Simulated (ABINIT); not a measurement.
# Ba2ScCuO4 (P4/mmm): G0W0 with ABINIT, start to end

How does a plane-wave GW calculation on Ba2ScCuO4 (P4/mmm) run from the first input to the gap?

Calculated with ABINIT 10.8.3; PBEsol and many-body steps on it, plane waves.

In doubt: a PseudoDojo file used here is known to give poor structures and forces, which bears on pressures, cells, forces and phonons.

**1. Starting point**

The structure is tetragonal, space group P4/mmm (No. 123). The conventional cell has a = 4.177 Å, b = 4.177 Å, c = 8.079 Å, α = 90.00°, β = 90.00°, γ = 90.00°. Nearest to Ba lie 8 O at 2.81 to 2.97 Å. Sc has 6 O at 2.09 to 2.22 Å nearest. Cu has 2 O at 1.82 Å nearest. Nearest to O lie 2 Sc at 2.09 Å and 4 Ba at 2.81 Å. O has 1 Cu at 1.82 Å and 1 Sc at 2.22 Å and 4 Ba at 2.97 Å nearest. Farther neighbours and most contacts between anions are not listed.

As a file:

```cif
data_structure
_symmetry_space_group_name_H-M 'P4/mmm'
_symmetry_Int_Tables_number 123
_cell_length_a 4.1770
_cell_length_b 4.1770
_cell_length_c 8.0789
_cell_angle_alpha 90.000
_cell_angle_beta 90.000
_cell_angle_gamma 90.000
_cell_volume 140.95
loop_
_atom_site_label
_atom_site_type_symbol
_atom_site_symmetry_multiplicity
_atom_site_Wyckoff_symbol
_atom_site_fract_x
_atom_site_fract_y
_atom_site_fract_z
_atom_site_occupancy
Ba1 Ba 2 h 0.50000 0.50000 0.76798 1
Sc1 Sc 1 a 0.00000 0.00000 0.00000 1
Cu1 Cu 1 b 0.00000 0.00000 0.50000 1
O1 O 2 f 0.00000 0.50000 0.00000 1
O2 O 2 g 0.00000 0.00000 0.72467 1
```

The cell and positions are those that the Materials Project relaxed with its own functionals (PBE, PBE+U or r2SCAN), kept fixed. Spin-orbit coupling is left out unless a step names it.

**2. Ground state**

This step: ABINIT 10.8.3; DFT, PBEsol, plane waves, norm-conserving pseudopotentials.

The ground-state density comes first.

File run.abi:

```
acell 3*1.0 Angstrom
rprim 
  4.176956000000 0.000000000000 0.000000000000
  0.000000000000 4.176956000000 0.000000000000
  0.000000000000 0.000000000000 8.078857000000
ntypat 4
znucl 56 21 29 8
natom 8
typat 1 1 2 3 4 4 4 4
xred 
  0.500000000000 0.500000000000 0.767977000000
  0.500000000000 0.500000000000 0.232023000000
  0.000000000000 0.000000000000 0.000000000000
  0.000000000000 0.000000000000 0.500000000000
  0.000000000000 0.500000000000 0.000000000000
  0.500000000000 0.000000000000 0.000000000000
  0.000000000000 0.000000000000 0.724671000000
  0.000000000000 0.000000000000 0.275329000000
pp_dirpath "pseudos"
pseudos "Ba.upf, Sc.upf, Cu.upf, O.upf"
ecut 42
ngkpt 6 6 4
nshiftk 1
shiftk 0 0 0
kptopt 1
chksymbreak 0
nband 45
occopt 1
tolvrs 1e-10
nstep 60
prtwf 0
optforces 0
optstress 0
indata_prefix "in"
outdata_prefix "out"
tmpdata_prefix "tmp"
```

Run with:

```sh
OMP_NUM_THREADS=1 mpirun -n 4 abinit run.abi > log
```

Numbers of over 12 decimals in the logs are rounded to 6 here.

The program printed:

```text
.Version 10.8.3 of ABINIT. v10.8.2 released Aug 2026.

 Symmetries : space group P4/m m m (#123); Bravais tP (primitive tetrag.)
================================================================================
 Values of the parameters that define the memory need of the present run
     intxc =       0    ionmov =       0      iscf =       7    lmnmax =       6
     lnmax =       6     mgfft =      90  mpssoang =       3    mqgrid =    4454
     natom =       8  nloc_mem =       1    nspden =       1   nspinor =       1
    nsppol =       1      nsym =      16    n1xccc =    2501    ntypat =       4
    occopt =       1   xclevel =       2
-    mband =          45        mffmem =           1         mkmem =           8
       mpw =       12429          nfft =      207360          nkpt =          30
================================================================================
  Rough estimation (10% accuracy) of disk space for files :
================================================================================

--------------------------------------------------------------------------------
------------- Echo of variables that govern the present computation ------------
--------------------------------------------------------------------------------
 -outvars: echo values of preprocessed input variables --------
            acell      1.8897261259E+00  1.8897261259E+00  1.8897261259E+00 Bohr

      chksymbreak           0
             ecut      4.20000000E+01 Hartree
-          fftalg         312

              ixc     -116133
              kpt      0.00000000E+00  0.00000000E+00  0.00000000E+00
                       1.66666667E-01  0.00000000E+00  0.00000000E+00
                       3.33333333E-01  0.00000000E+00  0.00000000E+00
                       5.00000000E-01  0.00000000E+00  0.00000000E+00
                       1.66666667E-01  1.66666667E-01  0.00000000E+00
                       3.33333333E-01  1.66666667E-01  0.00000000E+00
                       5.00000000E-01  1.66666667E-01  0.00000000E+00
                       3.33333333E-01  3.33333333E-01  0.00000000E+00
                       5.00000000E-01  3.33333333E-01  0.00000000E+00
   [... 19 further rows ...]
                       5.00000000E-01  3.33333333E-01  5.00000000E-01
                       5.00000000E-01  5.00000000E-01  5.00000000E-01
         kptrlatt        6    0    0      0    6    0      0    0    4
          kptrlen      4.73598173E+01
P           mkmem           8
            natom           8
            nband          45
            ngfft          48      48      90
             nkpt          30
            nstep          60
             nsym          16
           ntypat           4
              occ      2.000000  2.000000  2.000000  2.000000  2.000000  2.000000
                       2.000000  2.000000  2.000000  2.000000  2.000000  2.000000
                       2.000000  2.000000  2.000000  2.000000  2.000000  2.000000
                       2.000000  2.000000  2.000000  2.000000  2.000000  2.000000
                       2.000000  2.000000  2.000000  2.000000  2.000000  2.000000
                       2.000000  2.000000  2.000000  2.000000  2.000000  2.000000
                       2.000000  0.000000  0.000000  0.000000  0.000000  0.000000
[...]
optforces           0
        optstress           0
            prtwf           0
            rprim      4.1769560000E+00  0.0000000000E+00  0.0000000000E+00
[...]
spgroup         123

           tolvrs      1.00000000E-10

             xred      5.0000000000E-01  5.0000000000E-01  7.6797700000E-01
[...]
znucl       56.00000   21.00000   29.00000    8.00000

================================================================================

 chkinp: Checking input parameters for consistency.

================================================================================
== DATASET  1 ==================================================================
-   mpi_nproc: 4, omp_nthreads: 1 (-1 if OMP is not activated)

--- !DatasetInfo
iteration_state: {dtset: 1, }
dimensions: {natom: 8, nkpt: 30, mband: 45, nsppol: 1, nspinor: 1, nspden: 1, mpw: 12429, }
cutoff_energies: {ecut:  42.0, pawecutdg:  -1.0, }
electrons: {nelect:   7.40000000E+01, charge:   0.00000000E+00, occopt:   1.00000000E+00, tsmear:   1.00000000E-02, }

 Real(R)+Recip(G) space primitive vectors, cartesian coordinates (Bohr,Bohr^-1):
 R(1)=  7.8933029  0.0000000  0.0000000  G(1)=  0.1266897  0.0000000  0.0000000
 R(2)=  0.0000000  7.8933029  0.0000000  G(2)=  0.0000000  0.1266897  0.0000000
 R(3)=  0.0000000  0.0000000 15.2668271  G(3)=  0.0000000  0.0000000  0.0655015
 Unit cell volume ucvol=  9.5118791E+02 bohr^3
 Angles (23,13,12)=  9.00000000E+01  9.00000000E+01  9.00000000E+01 degrees

 getcut: wavevector=  0.0000  0.0000  0.0000  ngfft=  48  48  90
         ecut(hartree)=     42.000   => boxcut(ratio)=   2.02071

--- Pseudopotential description ------------------------------------------------
- Ba Generated using ONCVPSP code by D. R. Hamann
- 56.00000  10.00000  180301                  znucl, zion, pspdat
12 -116133 2 -1 1936                          pspcod,pspxc,lmax,lloc,mmax
     nproj     2     2     2
  pspatm : epsatm=   26.37418133
         --- l  ekb(1:nproj) -->
[...]
nproj     2     2     1
  pspatm : epsatm=    6.22910120
         --- l  ekb(1:nproj) -->
[...]
2   -1.335834
 pspatm: atomic psp has been read  and splines computed

   8.35382115E+03                                ecore*ucvol(ha*bohr**3)
--------------------------------------------------------------------------------

_setup2: Arith. and geom. avg. npw (full set) are   12367.049   12367.025

================================================================================

--- !BeginCycle
iteration_state: {dtset: 1, }
solver: {iscf: 7, nstep: 60, nline: 4, wfoptalg: 0, }
tolerances: {tolvrs: 1.00E-10, }

     iter   Etot(hartree)      deltaE(h)  residm     vres2
 ETOT  1  -329.75561592805    -3.298E+02 8.684E-02 4.004E+05
 ETOT  2  -295.70586519471     3.405E+01 1.714E-01 1.220E+06
 ETOT  3  -354.96035048644    -5.925E+01 6.581E-01 3.120E+04
 ETOT  4  -358.15438591586    -3.194E+00 3.910E-02 1.714E+04
 ETOT  5  -358.35022578789    -1.958E-01 7.693E-02 1.593E+04
 ETOT  6  -359.04477565576    -6.945E-01 1.742E-02 1.084E+04
 ETOT  7  -359.91913256546    -8.744E-01 5.902E-02 5.157E+03
 ETOT  8  -360.06548743668    -1.464E-01 1.483E-02 3.116E+03
 ETOT  9  -360.19562348462    -1.301E-01 6.060E-03 1.705E+03
 ETOT 10  -360.31366327538    -1.180E-01 1.765E-02 1.389E+02
[...]
ETOT 19  -360.34566099710    -7.923E-10 2.229E-03 1.939E-07
 ETOT 20  -360.34566099709     8.527E-12 3.399E-03 3.061E-08
 ETOT 21  -360.34566099709     1.990E-12 2.001E-03 5.194E-09
 ETOT 22  -360.34566099708     4.889E-12 1.342E-03 1.114E-10
 ETOT 23  -360.34566099708    -4.547E-13 1.555E-03 3.949E-11

 At SCF step   23       vres2   =  3.95E-11 < tolvrs=  1.00E-10 =>converged.

--- !ResultsGS
iteration_state: {dtset: 1, }
comment   : Summary of ground state results
lattice_vectors:
- [  7.8933029,   0.0000000,   0.0000000, ]
- [  0.0000000,   7.8933029,   0.0000000, ]
- [  0.0000000,   0.0000000,  15.2668271, ]
lattice_lengths: [   7.89330,    7.89330,   15.26683, ]
lattice_angles: [ 90.000,  90.000,  90.000, ] # degrees, (23, 13, 12)
lattice_volume:   9.5118791E+02
convergence: {deltae: -4.547E-13, res2:  3.949E-11, residm:  1.555E-03, diffor:  0.000E+00, }
etotal    :  -3.60345661E+02
entropy   :   0.00000000E+00
fermie    :   1.96564941E-01
cartesian_stress_tensor: null
pressure_GPa: null
xred      :
- [  5.0000E-01,   5.0000E-01,   7.6798E-01, Ba]
- [  5.0000E-01,   5.0000E-01,   2.3202E-01, Ba]
- [  0.0000E+00,   0.0000E+00,   0.0000E+00, Sc]
- [  0.0000E+00,   0.0000E+00,   5.0000E-01, Cu]
- [  0.0000E+00,   5.0000E-01,   0.0000E+00,  O]
- [  5.0000E-01,   0.0000E+00,   0.0000E+00,  O]
- [  0.0000E+00,   0.0000E+00,   7.2467E-01,  O]
- [  0.0000E+00,   0.0000E+00,   2.7533E-01,  O]
cartesian_forces: null
force_length_stats: {min: null, max: null, mean: null, }

 Integrated electronic density in atomic spheres:
 ------------------------------------------------
 Atom  Sphere_radius  Integrated_density
[...]
================================================================================

 ----iterations are completed or convergence reached----

 Mean square residual over all n,k,spin=   43.993E-07; max=  15.552E-04
 reduced coordinates (array xred) for    8 atoms
[...]
0.000000000000      0.000000000000      0.500000000000
       0.000000000000      0.500000000000      0.000000000000
       0.500000000000      0.000000000000      0.000000000000
       0.000000000000      0.000000000000      0.724671000000
       0.000000000000      0.000000000000      0.275329000000
 rms dE/dt=  0.0000E+00; max dE/dt=  0.0000E+00; dE/dt below (all hartree)
    1       0.000000000000      0.000000000000      0.000000000000
    2       0.000000000000      0.000000000000      0.000000000000
    3       0.000000000000      0.000000000000      0.000000000000
    4       0.000000000000      0.000000000000      0.000000000000
    5       0.000000000000      0.000000000000      0.000000000000
    6       0.000000000000      0.000000000000      0.000000000000
    7       0.000000000000      0.000000000000      0.000000000000
    8       0.000000000000      0.000000000000      0.000000000000

 cartesian coordinates (angstrom) at end:
    1      2.088478     2.088478     6.204376
    2      2.088478     2.088478     1.874481
    3      0.000000     0.000000     0.000000
    4      0.000000     0.000000     4.039428
    5      0.000000     2.088478     0.000000
    6      2.088478     0.000000     0.000000
    7      0.000000     0.000000     5.854513
    8      0.000000     0.000000     2.224344
 length scales=  1.889726125908  1.889726125908  1.889726125908 bohr
              =  1.000000000000  1.000000000000  1.000000000000 angstroms
 prteigrs : about to open file out_EIG
 Fermi (or HOMO) energy (hartree) =   0.19656   Average Vxc (hartree)=  -0.37899
 Eigenvalues (hartree) for nkpt=  30  k points:
 kpt#   1, nband= 45, wtk=  0.00694, kpt=  0.0000  0.0000  0.0000 (reduced coord)
  -3.89188   -2.34090   -2.32830   -2.32830   -1.54865   -0.77442   -0.76918   -0.76869
  -0.76869   -0.76289   -0.42109   -0.41467   -0.40347   -0.39439   -0.22394   -0.21950
  -0.21950   -0.21873   -0.21457   -0.21457    0.01812    0.09053    0.09053    0.09066
   0.10774    0.10774    0.12008    0.12370    0.12788    0.12788    0.13759    0.14194
   0.14358    0.17081    0.17081    0.18750    0.18750    0.27577    0.31678    0.32241
   0.33348    0.33905    0.33905    0.37356    0.39232
 prteigrs : prtvol=0 or 1, do not print more k-points.

--- !EnergyTerms
iteration_state     : {dtset: 1, }
comment             : Components of total free energy in Hartree
kinetic             :  1.61386495281943E+02
hartree             :  1.28925896968983E+02
xc                  : -6.09559404413320E+01
Ewald energy        : -2.06090410117619E+02
psp_core            :  8.78251396528727E+00
local_psp           : -3.58091551949275E+02
non_local_psp       : -3.43026647050704E+01
total_energy        : -3.60345660997082E+02
total_energy_eV     : -9.80550496345494E+03
band_energy         : -3.44044984243795E+01

== END DATASET(S) ==============================================================
================================================================================

 -outvars: echo values of variables after computation  --------
           etotal     -3.6034566100E+02
            nband          45
             nkpt          30
          spgroup         123
 [... the other variables as echoed above ...]

 Calculation completed.
```

Run time: 5.6 min. Hardware: 4 MPI ranks of Arm Neoverse V2, shared host; peak memory 0.7 GiB; 23 min of CPU time.

This step gave:

- total energy: -9805.5050 eV
- gap: 1.933 eV
- k of the valence top: 0, 0, 0.5
- k of the conduction bottom: 0.5, 0, 0
- least direct gap: 1.995 eV

The gap is indirect, with the least direct gap 0.06 eV higher.

**3. Empty states on the mesh, 2×2×1 mesh, 292 bands**

The sums over transitions need many empty states on a uniform mesh; this step solves for them.

Edit run.abi of step 2 so:

```diff
@@ -21,3 +21,3 @@
 ecut 42
-ngkpt 6 6 4
+ngkpt 2 2 1
 nshiftk 1
@@ -26,9 +26,10 @@
 chksymbreak 0
-nband 45
-occopt 1
-tolvrs 1e-10
+iscf -2
+irdden 1
+istwfk *1
+nband 292
+nbdbuf 26
+tolwfr 1e-09
 nstep 60
-prtwf 0
-optforces 0
-optstress 0
+prtvol 0
 indata_prefix "in"
```

The program printed:

```text
.Version 10.8.3 of ABINIT. v10.8.2 released Aug 2026.

 Symmetries : space group P4/m m m (#123); Bravais tP (primitive tetrag.)
[... echo of the input left out ...]
== DATASET  1 ==================================================================
-   mpi_nproc: 4, omp_nthreads: 1 (-1 if OMP is not activated)
-    --> not optimal distribution: autoparal keyword recommended in input file <--

--- !DatasetInfo
iteration_state: {dtset: 1, }
dimensions: {natom: 8, nkpt: 3, mband: 292, nsppol: 1, nspinor: 1, nspden: 1, mpw: 12409, }
cutoff_energies: {ecut:  42.0, pawecutdg:  -1.0, }
electrons: {nelect:   7.40000000E+01, charge:   0.00000000E+00, occopt:   1.00000000E+00, tsmear:   1.00000000E-02, }

 Real(R)+Recip(G) space primitive vectors, cartesian coordinates (Bohr,Bohr^-1):
 R(1)=  7.8933029  0.0000000  0.0000000  G(1)=  0.1266897  0.0000000  0.0000000
 R(2)=  0.0000000  7.8933029  0.0000000  G(2)=  0.0000000  0.1266897  0.0000000
 R(3)=  0.0000000  0.0000000 15.2668271  G(3)=  0.0000000  0.0000000  0.0655015
 Unit cell volume ucvol=  9.5118791E+02 bohr^3
 Angles (23,13,12)=  9.00000000E+01  9.00000000E+01  9.00000000E+01 degrees

 getcut: wavevector=  0.0000  0.0000  0.0000  ngfft=  48  48  90
         ecut(hartree)=     42.000   => boxcut(ratio)=   2.02071

--- Pseudopotential description ------------------------------------------------
- Ba Generated using ONCVPSP code by D. R. Hamann
- 56.00000  10.00000  180301                  znucl, zion, pspdat
12 -116133 2 -1 1936                          pspcod,pspxc,lmax,lloc,mmax
     nproj     2     2     2
  pspatm : epsatm=   26.37418133
         --- l  ekb(1:nproj) -->
             0    6.652372    0.677024
             1    5.027722    0.408462
             2    2.543237    0.416854
 pspatm: atomic psp has been read  and splines computed

- Sc Generated using ONCVPSP code by D. R. Hamann
- 21.00000  11.00000  180301                  znucl, zion, pspdat
12 -116133 2 -1 1642                          pspcod,pspxc,lmax,lloc,mmax
     nproj     2     2     2
  pspatm : epsatm=   13.58981452
         --- l  ekb(1:nproj) -->
[...]
pspatm: atomic psp has been read  and splines computed

- Cu Generated using ONCVPSP code by D. R. Hamann
- 29.00000  19.00000  180301                  znucl, zion, pspdat
12 -116133 2 -1 1492                          pspcod,pspxc,lmax,lloc,mmax
     nproj     2     2     2
  pspatm : epsatm=   21.63489298
         --- l  ekb(1:nproj) -->
[...]
pspatm: atomic psp has been read  and splines computed

- O Generated using ONCVPSP code by D. R. Hamann
-  8.00000   6.00000  180301                  znucl, zion, pspdat
12 -116133 2 -1 936                           pspcod,pspxc,lmax,lloc,mmax
     nproj     2     2     1
  pspatm : epsatm=    6.22910120
         --- l  ekb(1:nproj) -->
[...]
2   -1.335834
[...]
5.83E-10  3.37E-10  1.96E-10  3.44E-10  5.00E-10  2.12E-10  1.56E-10  5.47E-10
[...]
1.24E-04  3.99E-04  4.43E-04  4.42E-04
 -3.8919E+00 -2.3409E+00 -2.3283E+00 -2.3283E+00 -1.5486E+00 -7.7442E-01
 -7.6918E-01 -7.6869E-01 -7.6869E-01 -7.6289E-01 -4.2109E-01 -4.1467E-01
 -4.0347E-01 -3.9439E-01 -2.2394E-01 -2.1950E-01 -2.1950E-01 -2.1873E-01
[...]
2.9295E+00  2.9316E+00  2.9356E+00  2.9440E+00  2.9474E+00  2.9702E+00
  2.9702E+00  2.9850E+00  2.9850E+00  3.0118E+00  3.0123E+00  3.0382E+00
  3.0383E+00  3.0418E+00  3.0436E+00  3.0508E+00
 prteigrs : prtvol=0 or 1, do not print more k-points.

--- !ResultsGS
iteration_state: {dtset: 1, }
comment   : Summary of ground state results
lattice_vectors:
- [  7.8933029,   0.0000000,   0.0000000, ]
- [  0.0000000,   7.8933029,   0.0000000, ]
- [  0.0000000,   0.0000000,  15.2668271, ]
lattice_lengths: [   7.89330,    7.89330,   15.26683, ]
lattice_angles: [ 90.000,  90.000,  90.000, ] # degrees, (23, 13, 12)
lattice_volume:   9.5118791E+02
convergence: {deltae:  0.000E+00, res2:  0.000E+00, residm:  9.898E-10, diffor:  0.000E+00, }
etotal    :  -3.60345661E+02
entropy   :   0.00000000E+00
fermie    :   1.96564941E-01
cartesian_stress_tensor: null
pressure_GPa: null
xred      :
- [  5.0000E-01,   5.0000E-01,   7.6798E-01, Ba]
- [  5.0000E-01,   5.0000E-01,   2.3202E-01, Ba]
- [  0.0000E+00,   0.0000E+00,   0.0000E+00, Sc]
- [  0.0000E+00,   0.0000E+00,   5.0000E-01, Cu]
- [  0.0000E+00,   5.0000E-01,   0.0000E+00,  O]
- [  5.0000E-01,   0.0000E+00,   0.0000E+00,  O]
- [  0.0000E+00,   0.0000E+00,   7.2467E-01,  O]
- [  0.0000E+00,   0.0000E+00,   2.7533E-01,  O]
cartesian_forces: null
force_length_stats: {min: null, max: null, mean: null, }

 Integrated electronic density in atomic spheres:
 ------------------------------------------------
 Atom  Sphere_radius  Integrated_density
[...]
================================================================================

 ----iterations are completed or convergence reached----

 Mean square residual over all n,k,spin=   37.564E-11; max=  98.981E-11
 reduced coordinates (array xred) for    8 atoms
[...]
0.000000000000      0.000000000000      0.724671000000
       0.000000000000      0.000000000000      0.275329000000

 cartesian coordinates (angstrom) at end:
    1      2.088478     2.088478     6.204376
[...]
8      0.000000     0.000000     2.224344
 length scales=  1.889726125908  1.889726125908  1.889726125908 bohr
              =  1.000000000000  1.000000000000  1.000000000000 angstroms
 prteigrs : about to open file out_EIG
 Eigenvalues (hartree) for nkpt=   3  k points:
 kpt#   1, nband=292, wtk=  0.25000, kpt=  0.0000  0.0000  0.0000 (reduced coord)
[...]
2.91447    2.91447    2.91450    2.92273    2.92946    2.93156    2.93556    2.94402
   2.94743    2.97019    2.97019    2.98497    2.98499    3.01182    3.01229    3.03818
   3.03826    3.04182    3.04358    3.05081
 prteigrs : prtvol=0 or 1, do not print more k-points.

== END DATASET(S) ==============================================================
================================================================================

 -outvars: echo values of variables after computation  --------
            nband         292
             nkpt           3
          spgroup         123
 [... the other variables as echoed above ...]

 Calculation completed.
```

It took 2.8 min on 4 MPI ranks; peak memory 0.55 GiB; 11 min of CPU time.

Numbers from this step:

```
gap                                                           : 1.956 eV
k of the valence top                                          : 0.5, 0.5, 0
k of the conduction bottom                                    : 0.5, 0, 0
least direct gap                                              : 1.995 eV
k points computed                                             : 3
lowest point of the top converged band, above the valence top : 70.0048 eV
```

On this mesh the gap is 1.956 eV.

[end of part 1 of 2]

[Paths, hosts, dates, memory and timing lines, banners, echoed tables and standing remarks are left out of the program output.]

[Logs are printed without paths, hosts, clocks, repeated set-up lines and the standing remarks that a program may print on its own settings, such as how far it seeks lower states.]

[Runs of the session that timed out or met a known fault of the program may be left out.]

[Hosts, paths, dates, database ids (printed as entryN), source tags and the programs' standing remarks are cut or masked in the printed files.]

[G0W0 gaps are taken among the corrected bands and points alone; a level outside them can change the order at an edge.]

[Where Ansatz stands beside ABINIT at settings called matched, ABINIT's density can come from a denser mesh and the files from another edition; pairs whose starting gaps differed by over 0.03 eV were left out, so agreement reads better than it is.]
